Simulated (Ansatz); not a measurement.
# How fast states decay through NaGeI3

A new crystal, NaGeI3: structure, gap and complex bands. It is built by putting Na for Cs, I for Br in the CsGeBr3 structure of space group Cm, with the volume rescaled by atomic radii. The parent structure comes from the Materials Project.

Method: LDA DFT, plane waves, PAW files, in the first sound run; inputs show where later runs differ, in Ansatz 0.2.0.

The structure was built from a prototype and need not be the compound's stable phase.

## Step 1: Starting point

Symmetry: Cm, No. 8, monoclinic system. The conventional cell has a = 7.900 Å, b = 7.956 Å, c = 5.547 Å, α = 90.00°, β = 92.56°, γ = 90.00°. Nearest to Na lie 10 I at 3.86 to 4.03 Å. Ge has 6 I at 2.49 to 3.12 Å nearest. Nearest to I lie 2 Ge at 2.49 to 3.09 Å and 4 Na at 3.87 to 4.03 Å. Nearest to I lie 2 Ge at 2.49 to 3.12 Å and 3 Na at 3.86 to 3.91 Å. It derives from CsGeBr3. Na for Cs, I for Br in the CsGeBr3 structure of space group Cm. Farther neighbours and most contacts between anions are not listed.

## Step 2: Cell and atoms at rest

The substituted atoms don't fit the parent's cell, so cell and atoms relax together. A small smearing keeps the run stable in case the gap closes on the way.

File input.yaml:

```yaml
crystal:
  lattice:
    - [3.9497556073, -3.9777584501, 0.0]
    - [3.9497556073, 3.9777584501, 0.0]
    - [-0.2477278843, 0.0, 5.5414620986]
  atoms:
    - { symbol: Na, position: [0.898983, 0.898983, 0.593461] }
    - { symbol: Ge, position: [0.369082, 0.369082, 0.129674] }
    - { symbol: I, position: [0.408793, 0.408793, 0.578355] }
    - { symbol: I, position: [0.384334, 0.924608, 0.102805] }
    - { symbol: I, position: [0.924608, 0.384334, 0.102805] }
kpoints:
  mp_grid: { grid: [4, 4, 4] }
scf:
  occupations: { method: gaussian, width: 0.03 }
hamiltonian:
  xc: lda
output:
  forces: true
  stress: true
relax:
  f_tol: 0.02
  max_steps: 60
  cell: {}
```

Command:

```console
$ ansatz run input.yaml --threads 2 --pin off --max-ram 4096MiB --backend cpu --events-out ev --progress --plain --runs-dir out
```

Numbers of over 12 decimals in the logs are rounded to 6 here.

The log of the run:

```text
Engine: ansatz 0.2.0, aarch64-unknown-linux-gnu
Pseudopotentials: kind: paw
Pseudopotential: Na, paw, valence charge 9, recommended cutoff 420 eV (normal), Na.paw.azcp
Pseudopotential: Ge, paw, valence charge 14, recommended cutoff 420 eV (normal), Ge.paw.azcp
Pseudopotential: I, paw, valence charge 17, recommended cutoff 420 eV (normal), I.paw.azcp
Functional definition: SPW92
  exchange = slater_x
  correlation = pw_c
Crystal: 5 atoms, lattice volume = 174.126 Å³
Basis set: ecut = 420 eV, 3403 PW (Γ)
Bands: 45, of which v1, the nominal top of the filled ones, is band 37 counted from 1 (36 counted from 0)
Symmetry: 2 space group operations
Space group: Cm (ITA 8), of the structure as read, at distance tolerance 5.6e-5 Å
k-points: 24 of 64 (time reversal used)
Non-local potential: Na, projectors of the file, l = 0: 3, l = 1: 2, l = 2: 1
Non-local potential: Ge, projectors of the file, l = 0: 2, l = 1: 2, l = 2: 3, l = 3: 1
Non-local potential: I, projectors of the file, l = 0: 2, l = 1: 2, l = 2: 2, l = 3: 2
PAW form: soft (Blöchl's): semilocal exchange-correlation on the pseudo side does not see the compensation charge
PAW frozen core: Na, regenerated for the run's functional, and the local potential with it (the file was generated under x = pbe(κ = 0.804, μ = 0.219515), c = pbe(β = 0.066725))
PAW frozen core: Ge, regenerated for the run's functional, and the local potential with it (the file was generated under x = pbe(κ = 0.804, μ = 0.219515), c = pbe(β = 0.066725))
PAW frozen core: I, regenerated for the run's functional, and the local potential with it (the file was generated under x = pbe(κ = 0.804, μ = 0.219515), c = pbe(β = 0.066725))
PAW one-centre angular grid: Na, 110 points (default); XC on 64 Gauss nodes
PAW one-centre angular grid: Ge, 590 points (default); XC on 64 Gauss nodes
PAW one-centre angular grid: I, 590 points (default); XC on 64 Gauss nodes
Initial density: superposition of atomic densities (neutral atoms: chi_scale 0, normalization atom), corrected by the library's trained network
Initial wavefunctions: pseudopotential atomic-orbital guess
Functional: x = slater, c = lda
SCF iter   1: F=—  HF=-27751.800381 eV  |F-HF|=—  |Δ(HF+E_count)|=         —  Δρ=4.88e-3  dr2=1.54e-2  ethr=1.77e-3  ⟨swp⟩=8.5  Hψ=5112  notcnv=0  defer=8
preconditioner: auto → Resta (q_TF=auto, 2.366 Å⁻¹)  ε∞=3.1  [insulator: Δε(μ)=0.442 eV  Ē_g=9.855 eV  σ=0.030 eV  W_gap=1.00  n_scr=32 (ndim 8)  ℏωp=14.3 eV  f_vac=0.190  D(μ)=0.00/eV (n_scr^D=0)  ε∞_Penn≈3.1]
SCF iter   2: F=—  HF=-27751.794823 eV  |F-HF|=—  |Δ(HF+E_count)|=   5.56e-3  Δρ=2.14e-3  dr2=3.38e-3  ethr=2.08e-5  ⟨swp⟩=2.1  Hψ=2295  notcnv=0  defer=52
SCF iter   3: F=—  HF=-27751.794404 eV  |F-HF|=—  |Δ(HF+E_count)|=   4.19e-4  Δρ=6.08e-4  dr2=3.59e-4  ethr=4.57e-6  ⟨swp⟩=2.2  Hψ=1606  notcnv=0  defer=52
SCF iter   4: F=—  HF=-27751.794387 eV  |F-HF|=—  |Δ(HF+E_count)|=   1.73e-5  Δρ=1.39e-4  dr2=3.95e-5  ethr=4.85e-7  ⟨swp⟩=2.0  Hψ=1385  notcnv=0  defer=52
SCF iter   5: F=—  HF=-27751.794392 eV  |F-HF|=—  |Δ(HF+E_count)|=   5.07e-6  Δρ=4.28e-5  dr2=6.49e-6  ethr=5.33e-8  ⟨swp⟩=2.0  Hψ=1457  notcnv=0  defer=52
SCF iter   6: F=—  HF=-27751.794392 eV  |F-HF|=—  |Δ(HF+E_count)|=   1.48e-7  Δρ=1.37e-5  dr2=5.75e-7  ethr=8.77e-9  ⟨swp⟩=2.0  Hψ=1460  notcnv=0  defer=52
SCF iter   7: F=-27751.794392 eV  HF=-27751.794392 eV  |F-HF|=5.52e-9  |Δ(HF+E_count)|=   9.75e-9  Δρ=4.19e-6  dr2=5.27e-8  ethr=1.35e-10  ⟨swp⟩=5.0  Hψ=3626  notcnv=0
SCF 1 converged in 7 iterations: F = -27751.794392 eV  dr2 = 5.27e-8
  greatest PAW one-centre occupation: 1.000 electrons in one spin orbital (limit 2), on the I atom at site 2 (counted from 0), in its partial waves of l = 2
relax step   1: F+E_penalty+E_count = -27751.79439187 eV  Δ(F+E_penalty+E_count) = +0.000e0 eV  max|allowed force component| = 1.847e0 eV/Å  Δτ_max = 0.0000 Å  P = +4.658 GPa  Ω = 174.126 Å³  (7 SCF iters, dr2 threshold 1.00e-7 eV, accepted)
Crystal: 5 atoms, lattice volume = 182.037 Å³
Basis set: ecut = 420 eV, 3581 PW (Γ)
Initial density: handed on by an earlier stage of this run
Initial wavefunctions: those handed on with the density
iter 1 solved again at ethr=3.00e-4 eV; its pass at ethr=3.10e-3 eV (dr2=2.22e-1 eV) is discarded
SCF iter   1: F=—  HF=-27752.409489 eV  |F-HF|=—  |Δ(HF+E_count)|=         —  Δρ=1.01e-2  dr2=2.27e-1  ethr=3.00e-4  ⟨swp⟩=2.8  Hψ=6229  notcnv=0
preconditioner: auto → Resta (q_TF=auto, 2.348 Å⁻¹)  ε∞=3.2  [insulator: Δε(μ)=0.616 eV  Ē_g=9.504 eV  σ=0.030 eV  W_gap=1.00  n_scr=32 (ndim 8)  ℏωp=14.0 eV  f_vac=0.195  D(μ)=0.00/eV (n_scr^D=0)  ε∞_Penn≈3.2]
SCF iter   2: F=—  HF=-27752.348385 eV  |F-HF|=—  |Δ(HF+E_count)|=   6.11e-2  Δρ=4.83e-3  dr2=4.25e-2  ethr=3.00e-4  ⟨swp⟩=3.3  Hψ=1688  notcnv=0  defer=2
SCF iter   3: F=—  HF=-27752.335596 eV  |F-HF|=—  |Δ(HF+E_count)|=   1.28e-2  Δρ=9.71e-4  dr2=1.33e-3  ethr=5.74e-5  ⟨swp⟩=3.0  Hψ=1935  notcnv=0  defer=36
SCF iter   4: F=—  HF=-27752.335083 eV  |F-HF|=—  |Δ(HF+E_count)|=   5.13e-4  Δρ=3.06e-4  dr2=2.12e-4  ethr=1.80e-6  ⟨swp⟩=2.0  Hψ=1571  notcnv=0  defer=36
SCF iter   5: F=—  HF=-27752.335020 eV  |F-HF|=—  |Δ(HF+E_count)|=   6.23e-5  Δρ=9.55e-5  dr2=2.81e-5  ethr=2.87e-7  ⟨swp⟩=2.0  Hψ=1419  notcnv=0  defer=36
SCF iter   6: F=—  HF=-27752.335019 eV  |F-HF|=—  |Δ(HF+E_count)|=   1.52e-6  Δρ=2.99e-5  dr2=2.83e-6  ethr=3.80e-8  ⟨swp⟩=2.6  Hψ=1790  notcnv=0  defer=36
SCF iter   7: F=-27752.335019 eV  HF=-27752.335019 eV  |F-HF|=6.04e-8  |Δ(HF+E_count)|=   1.57e-7  Δρ=7.49e-6  dr2=1.72e-7  ethr=6.76e-10  ⟨swp⟩=4.9  Hψ=3547  notcnv=0
SCF 2 converged in 7 iterations: F = -27752.335019 eV  dr2 = 1.72e-7
relax step   2: F+E_penalty+E_count = -27752.33501864 eV  Δ(F+E_penalty+E_count) = -5.406e-1 eV  max|allowed force component| = 3.837e-2 eV/Å  Δτ_max = 0.1948 Å  P = +0.973 GPa  Ω = 182.037 Å³  energy of the carried Pulay correction = -1.272e-3 eV  (7 SCF iters, dr2 threshold 5.00e-7 eV, accepted)
Crystal: 5 atoms, lattice volume = 186.272 Å³
Basis set: ecut = 420 eV, 3669 PW (Γ)
iter 1 solved again at ethr=8.70e-6 eV; its pass at ethr=3.10e-3 eV (dr2=6.44e-3 eV) is discarded
SCF iter   1: F=—  HF=-27752.356515 eV  |F-HF|=—  |Δ(HF+E_count)|=         —  Δρ=1.45e-3  dr2=6.71e-3  ethr=8.70e-6  ⟨swp⟩=3.1  Hψ=5762  notcnv=0
preconditioner: auto → Resta (q_TF=auto, 2.339 Å⁻¹)  ε∞=3.2  [insulator: Δε(μ)=0.521 eV  Ē_g=9.412 eV  σ=0.030 eV  W_gap=1.00  n_scr=32 (ndim 8)  ℏωp=13.9 eV  f_vac=0.201  D(μ)=0.00/eV (n_scr^D=0)  ε∞_Penn≈3.2]
SCF iter   2: F=—  HF=-27752.354433 eV  |F-HF|=—  |Δ(HF+E_count)|=   2.08e-3  Δρ=6.66e-4  dr2=9.99e-4  ethr=8.70e-6  ⟨swp⟩=2.0  Hψ=1499  notcnv=0
[...]
relax step   7: F+E_penalty+E_count = -27752.42109310 eV  Δ(F+E_penalty+E_count) = -4.748e-2 eV  max|allowed force component| = 2.191e-1 eV/Å  Δτ_max = 0.1950 Å  P = -0.051 GPa  Ω = 191.007 Å³  energy of the carried Pulay correction = -2.647e-3 eV  (7 SCF iters, dr2 threshold 5.00e-7 eV, accepted)
relax step   8: F+E_penalty+E_count = -27752.48361587 eV  Δ(F+E_penalty+E_count) = -6.252e-2 eV  max|allowed force component| = 2.187e-1 eV/Å  Δτ_max = 0.1950 Å  P = +0.187 GPa  Ω = 190.452 Å³  energy of the carried Pulay correction = -2.564e-3 eV  (7 SCF iters, dr2 threshold 5.00e-7 eV, accepted)
relax step   9: F+E_penalty+E_count = -27752.54051968 eV  Δ(F+E_penalty+E_count) = -5.690e-2 eV  max|allowed force component| = 1.659e-1 eV/Å  Δτ_max = 0.1954 Å  P = +0.278 GPa  Ω = 192.108 Å³  energy of the carried Pulay correction = -2.811e-3 eV  (7 SCF iters, dr2 threshold 5.00e-7 eV, accepted)
relax step  10: F+E_penalty+E_count = -27752.59876516 eV  Δ(F+E_penalty+E_count) = -5.825e-2 eV  max|allowed force component| = 2.107e-1 eV/Å  Δτ_max = 0.1952 Å  P = +0.192 GPa  Ω = 195.481 Å³  energy of the carried Pulay correction = -3.308e-3 eV  (7 SCF iters, dr2 threshold 5.00e-7 eV, accepted)
relax step  11: F+E_penalty+E_count = -27752.63649169 eV  Δ(F+E_penalty+E_count) = -3.773e-2 eV  max|allowed force component| = 6.517e-2 eV/Å  Δτ_max = 0.1804 Å  P = -0.045 GPa  Ω = 198.792 Å³  energy of the carried Pulay correction = -3.787e-3 eV  (7 SCF iters, dr2 threshold 5.00e-7 eV, accepted)
relax step  12: F+E_penalty+E_count = -27752.63487003 eV  Δ(F+E_penalty+E_count) = +1.622e-3 eV  max|allowed force component| = 3.845e-2 eV/Å  Δτ_max = 0.0652 Å  P = -0.237 GPa  Ω = 202.216 Å³  energy of the carried Pulay correction = -4.274e-3 eV  (7 SCF iters, dr2 threshold 2.65e-7 eV, rejected (line search))
relax step  13: F+E_penalty+E_count = -27752.64015263 eV  Δ(F+E_penalty+E_count) = -3.661e-3 eV  max|allowed force component| = 1.701e-2 eV/Å  Δτ_max = 0.0367 Å  P = +0.013 GPa  Ω = 199.093 Å³  energy of the carried Pulay correction = -3.830e-3 eV  (10 SCF iters, accepted)
relax step  14: F+E_penalty+E_count = -27752.63998540 eV  Δ(F+E_penalty+E_count) = +1.672e-4 eV  max|allowed force component| = 2.805e-2 eV/Å  Δτ_max = 0.0205 Å  P = -0.030 GPa  Ω = 199.388 Å³  energy of the carried Pulay correction = -3.872e-3 eV  (6 SCF iters, dr2 threshold 1.12e-8 eV, rejected (line search))
relax step  15: F+E_penalty+E_count = -27752.64045909 eV  Δ(F+E_penalty+E_count) = -3.065e-4 eV  max|allowed force component| = 6.837e-3 eV/Å  Δτ_max = 0.0103 Å  P = +0.014 GPa  Ω = 198.921 Å³  energy of the carried Pulay correction = -3.805e-3 eV  (9 SCF iters, accepted)
relax step  16: F+E_penalty+E_count = -27752.64660977 eV  Δ(F+E_penalty+E_count) = -6.151e-3 eV  max|allowed force component| = 6.538e-3 eV/Å  Δτ_max = 0.0000 Å  P = +0.059 GPa  Ω = 198.921 Å³  stress off target by 1.27e-1 GPa  SCF on the basis re-selected at this cell (its energy is not comparable with the rows above)  (8 SCF iters)
relax step  17: F+E_penalty+E_count = -27752.64725782 eV  Δ(F+E_penalty+E_count) = -6.481e-4 eV  max|allowed force component| = 3.206e-3 eV/Å  Δτ_max = 0.0333 Å  P = +0.021 GPa  Ω = 199.617 Å³  energy of the carried Pulay correction = -9.632e-5 eV  (7 SCF iters, dr2 threshold 4.06e-8 eV, accepted)
relax step  18: F+E_penalty+E_count = -27752.64745127 eV  Δ(F+E_penalty+E_count) = -1.934e-4 eV  max|allowed force component| = 4.860e-3 eV/Å  Δτ_max = 0.0341 Å  P = -0.004 GPa  Ω = 200.239 Å³  energy of the carried Pulay correction = -1.830e-4 eV  (7 SCF iters, dr2 threshold 9.78e-9 eV, accepted)
iter 1 solved again at ethr=3.36e-7 eV; its pass at ethr=3.10e-3 eV (dr2=2.49e-4 eV) is discarded
SCF iter   1: F=—  HF=-27752.647022 eV  |F-HF|=—  |Δ(HF+E_count)|=         —  Δρ=3.17e-4  dr2=4.21e-6  ethr=3.36e-7  ⟨swp⟩=3.5  Hψ=7788  notcnv=0
preconditioner: auto → Resta (q_TF=auto, 2.311 Å⁻¹)  ε∞=3.0  [insulator: Δε(μ)=0.812 eV  Ē_g=9.472 eV  σ=0.030 eV  W_gap=1.00  n_scr=36 (ndim 8)  ℏωp=13.4 eV  f_vac=0.235  D(μ)=0.00/eV (n_scr^D=0)  ε∞_Penn≈3.0]
SCF iter   2: F=—  HF=-27752.647465 eV  |F-HF|=—  |Δ(HF+E_count)|=   4.43e-4  Δρ=1.60e-4  dr2=1.07e-6  ethr=5.68e-9  ⟨swp⟩=1.6  Hψ=1137  notcnv=0
SCF iter   3: F=—  HF=-27752.647613 eV  |F-HF|=—  |Δ(HF+E_count)|=   1.48e-4  Δρ=7.17e-7  dr2=1.00e-9  ethr=1.44e-9  ⟨swp⟩=1.1  Hψ=1085  notcnv=0
SCF iter   4: F=—  HF=-27752.647613 eV  |F-HF|=—  |Δ(HF+E_count)|=  4.98e-10  Δρ=2.02e-7  dr2=2.41e-10  ethr=1.00e-12  ⟨swp⟩=6.0  Hψ=4480  notcnv=0
SCF iter   5: F=—  HF=-27752.647613 eV  |F-HF|=—  |Δ(HF+E_count)|=  2.22e-10  Δρ=1.10e-7  dr2=5.64e-11  ethr=1.00e-12  ⟨swp⟩=1.7  Hψ=1100  notcnv=0
SCF iter   6: F=-27752.647613 eV  HF=-27752.647613 eV  |F-HF|=1.46e-11  |Δ(HF+E_count)|=  4.37e-11  Δρ=3.80e-8  dr2=6.39e-12  ethr=1.00e-12  ⟨swp⟩=4.8  Hψ=3493  notcnv=0
SCF 19 converged in 6 iterations: F = -27752.647613 eV  dr2 = 6.39e-12
relax step  19: F+E_penalty+E_count = -27752.64761342 eV  Δ(F+E_penalty+E_count) = -1.621e-4 eV  max|allowed force component| = 4.863e-3 eV/Å  Δτ_max = 0.0000 Å  P = -0.005 GPa  Ω = 200.239 Å³  stress off target by 1.48e-2 GPa  SCF on the basis re-selected at this cell (its energy is not comparable with the rows above)  (6 SCF iters)
basis re-selected at this cell: Δ(F+E_penalty+E_count) = -1.621e-4 eV, ΔP = -0.001 GPa vs the last step (what re-selecting the basis moved, of the pressure what is left beyond the Pulay correction that the steps carried, after the strain that the cell walked since its last selection, with what the two solves' SCF thresholds leave and, on support functions, any second-order correction that the steps lacked; it is no m [...]
SCF converged after 6 iterations
Free energy (F): -27752.647613 eV
Harris-Foulkes:  -27752.647613 eV  (|F-HF|=1.46e-11)
Internal energy: -27752.647613 eV  (E = F + TS)
E sigma→0 (E₀):  -27752.647613 eV
Fermi energy:    4.493454 eV
--- Per-component energies (eV) ---
  E_band       = -1671.328339
  E_kinetic    = 800.862794
  E_local      = -11462.651842  (includes V_loc(G=0)·N_el)
  E_nonlocal   = 275.404260
  E_hartree    = 5410.107579
  E_xc         = -495.239296
  E_vxc        = -500.491254  (∫ρ·V_xc dr)
  E_paw        = -16159.459748  (= ΣΔE_a)
  E_vpaw       = -1604.667999  (= ΣTr[D̂ρ^β])
  E_aug_tail   = 0.000435  (compensation charges beyond the density's cutoff)
  E_ewald      = -6126.064657
  E_core_change = 4.392861  (= ΣΔE_core)
  E_smearing   = -0.000000  (= −TS)
  E_closure    = -0.000000  (closes the sum)
  Σ components = -27752.647613   (vs F -27752.647613, Δ=0.00e0)
--- Forces (eV/Å), atoms counted from 1 ---
  atom   1  Na     0.00204948     0.00000000     0.00048978
  atom   2  Ge    -0.00486120     0.00000000    -0.00144760
  atom   3  I     -0.00178900     0.00000000    -0.00224074
  atom   4  I      0.00230600     0.00398299     0.00159867
  atom   5  I      0.00230600    -0.00398299     0.00159867
  max |Σ_I F_I| component: 1.13e-5 eV/Å
--- Stress (GPa, compression-positive) ---
       -0.011578       0.000000       0.008223
        0.000000      -0.009005       0.000000
        0.008223       0.000000       0.006226
  P = ⅓ Tr σ = -0.0048 GPa (-0.048 kbar)
--- Relaxed structure (17 steps of the walk, 15 accepted, 2 SCFs on fresh bases) ---
  F+E_penalty+E_count = -27752.64761342 eV   max|allowed force component| = 4.863e-3 eV/Å   (the final SCF, on the basis selected at the relaxed cell)
  cell:  # Å, volume = 200.2395 Å³
    - [4.431850, -3.936952, 0.073999]
    - [4.431850, 3.936952, 0.073999]
    - [-0.174146, -8.451423720976038e-18, 5.735278]
  atoms:
    - { symbol: Na, position: [0.762897, 0.762897, 0.598282] }
    - { symbol: Ge, position: [0.396499, 0.396499, 0.111387] }
    - { symbol: I, position: [0.424328, 0.424328, 0.599213] }
    - { symbol: I, position: [0.467500, 0.934576, 0.099109] }
    - { symbol: I, position: [0.934576, 0.467500, 0.099109] }
```

Wall time 2.6 min (2 threads of Arm Neoverse V1, shared host); peak memory 0.49 GiB.

Step by step:

```tsv
step	energy less that of the first step (eV)	largest force component (eV/Å)	pressure (GPa)	volume (Å³)
1	0.0000	1.8468	4.66	174.13
2	-0.5406	0.0384	0.97	182.04
3	-0.5596	0.0323	0.42	186.27
4	-0.5654	0.0442	0.02	189.57
5	-0.5695	0.0773	-0.10	190.72
6	-0.5792	0.1239	-0.15	191.26
7	-0.6267	0.2191	-0.05	191.01
8	-0.6892	0.2187	0.19	190.45
9	-0.7461	0.1659	0.28	192.11
10	-0.8044	0.2107	0.19	195.48
11	-0.8421	0.0652	-0.05	198.79
12	-0.8405	0.0384	-0.24	202.22
13	-0.8458	0.0170	0.01	199.09
14	-0.8456	0.0280	-0.03	199.39
15	-0.8461	0.0068	0.01	198.92
16*	-0.8522	0.0065	0.06	198.92
17	-0.8529	0.0032	0.02	199.62
18	-0.8531	0.0049	0.00	200.24
19*	-0.8532	0.0049	0.00	200.24
```

Relaxation steps marked * repeat the geometry before them on a plane-wave basis chosen anew for their cell, so energy and pressure can jump there. Relaxation steps 12, 14 were tried and not accepted.

The run keeps the 2 symmetry operations that it works with, so distortions that break them were not tested.

```tsv
cell as run	before	after	change
a (Å)	5.606	5.928	+5.8 %
b (Å)	5.606	5.928	+5.8 %
c (Å)	5.547	5.738	+3.4 %
α (°)	91.80	90.59	-1.3 %
β (°)	91.80	90.59	-1.3 %
γ (°)	90.40	83.22	-7.9 %
volume (Å³/atom)	34.83	40.05	+15.0 %
```

The atoms that moved most (Å, as changes of fractional coordinates times the final cell):

```tsv
atom	dx	dy	dz	length
Na1	-1.207	0.000	0.008	1.207
I5	0.413	0.288	-0.014	0.504
I4	0.413	-0.288	-0.014	0.504
Ge2	0.246	0.000	-0.101	0.266
I3	0.134	0.000	0.122	0.181
```

The relaxed structure:

```cif
data_structure
_symmetry_space_group_name_H-M 'P 1'
_symmetry_Int_Tables_number 1
_cell_length_a 5.9284
_cell_length_b 5.9284
_cell_length_c 5.7379
_cell_angle_alpha 90.585
_cell_angle_beta 90.585
_cell_angle_gamma 83.223
_cell_volume 200.24
loop_
_atom_site_label
_atom_site_type_symbol
_atom_site_fract_x
_atom_site_fract_y
_atom_site_fract_z
_atom_site_occupancy
Na1 Na 0.76290 0.76290 0.59828 1
Ge2 Ge 0.39650 0.39650 0.11139 1
I3 I 0.42433 0.42433 0.59921 1
I4 I 0.46750 0.93458 0.09911 1
I5 I 0.93458 0.46750 0.09911 1
```

This step gave:

```
free energy  : -27752.6476 eV
Fermi energy : 4.493 eV
pressure     : -0.004786 GPa
```

The largest force component on a free atom ends at 0.0049 eV/Å.

## Step 3: The bulk crystal and its band edges

The energy window and the wavevectors of the next steps follow from the band edges, so these are searched first, off the mesh as well.

File input.yaml:

```yaml
crystal:
  lattice:
    - [4.4318495033, -3.9369515998, 0.0739985418]
    - [4.4318495033, 3.9369515998, 0.0739985418]
    - [-0.1741456066, 0.0, 5.7352780276]
  atoms:
    - { symbol: Na, position: [0.7628967564, 0.7628967564, 0.5982821529] }
    - { symbol: Ge, position: [0.3964988383, 0.3964988383, 0.1113871323] }
    - { symbol: I, position: [0.424328112, 0.424328112, 0.5992127184] }
    - { symbol: I, position: [0.4675001897, 0.9345761037, 0.0991089982] }
    - { symbol: I, position: [0.9345761037, 0.4675001897, 0.0991089982] }
kpoints:
  mp_grid: { grid: [4, 4, 4] }
  band_path: { path: [VBM, CBM], npoints: 30 }
scf:
  occupations: { method: fixed }
hamiltonian:
  xc: lda
output:
  eigenvalues: true
  write_potential: true
  write_density: true
  volumetric_format: npy
```

The log of the run:

```text
[...]
Crystal: 5 atoms, lattice volume = 200.239 Å³
Basis set: ecut = 420 eV, 3897 PW (Γ)
Bands: 45, of which v1, the nominal top of the filled ones, is band 37 counted from 1 (36 counted from 0)
Symmetry: 2 space group operations
[...]
k-points: 24 of 64 (time reversal used)
[...]
SCF iter   1: F=—  HF=-27752.655993 eV  |F-HF|=—  |Δ(HF+E_count)|=         —  Δρ=4.50e-3  dr2=2.01e-2  ethr=1.77e-3  ⟨swp⟩=5.1  Hψ=3708  notcnv=0  defer=121
[...]
SCF iter   8: F=-27752.647613 eV  HF=-27752.647613 eV  |F-HF|=2.54e-8  |Δ(HF+E_count)|=   5.98e-7  Δρ=2.12e-6  dr2=1.44e-8  ethr=1.35e-10  ⟨swp⟩=14.2  Hψ=5146  notcnv=0
SCF 1 converged in 8 iterations: F = -27752.647613 eV  dr2 = 1.44e-8
[...]
NSCF: frozen V_eff on 68 k-points
[...]
SCF converged after 8 iterations
Free energy (F): -27752.647613 eV
[...]
Internal energy: -27752.647613 eV  (E = F + TS)
E sigma→0 (E₀):  -27752.647613 eV
Fermi energy:    4.087346 eV
[...]
--- Band table (eV; the first three rows and the last of 24) ---
  k-point 0: bands = [... 33 lower, 2.2991, 2.3396, 2.4723, 2.8295, 6.1070, 7.2935, 7.9946, 8.4385, ... 4 higher]
  k-point 1: bands = [... 33 lower, 2.1255, 2.3001, 2.3197, 2.8386, 6.7735, 7.2508, 7.5791, 8.8810, ... 4 higher]
  k-point 2: bands = [... 33 lower, 2.0716, 2.1738, 2.8482, 3.2362, 5.4065, 7.4091, 8.0498, 8.2344, ... 4 higher]
  k-point 23: bands = [... 33 lower, 2.9214, 3.1354, 3.2078, 4.0873, 4.8996, 5.0817, 5.4342, 6.6894, ... 4 higher]
```

The job ended after 1.7 min (2 threads; peak memory 0.58 GiB; 3.4 min of CPU time).

The column dr2 measures how far the density is from self-consistency, as an energy; F and HF (Harris–Foulkes) agree once it is small.

Numbers from this step:

- Fermi energy: 4.087 eV
- gap on the k-mesh: 0.8122 eV
- gap on path: 0.7583 eV, by band count; negative where bands overlap
- direct gap on path: 0.7697 eV
- edge places on path: 0, 1.491 1/A along the path

The electronic bands at the labelled points (eV, zero at the Fermi level (highest filled level under fixed occupations); # counts the bands kept):

```tsv
point	#7	#8	#9	#10	#11	#12	#13	#14
VBM	-1.18	-1.00	-0.99	0.05	0.82	0.92	1.70	2.65
halfway	-1.90	-1.73	-1.66	-1.19	1.78	3.39	4.07	4.35
CBM	-1.17	-0.95	-0.88	0.00	0.81	0.99	1.35	2.60
```

The searched edges give 0.758 eV, under the 0.812 eV of the mesh, which misses an edge.

(Continued in part 2 of 3.)

[Logs are printed without paths, hosts, clocks, repeated set-up lines and the standing remarks that a program may print on its own settings, such as how far it seeks lower states.]

[Hosts, paths, dates, database ids (printed as entryN), source tags and the programs' standing remarks are cut or masked in the printed files.]
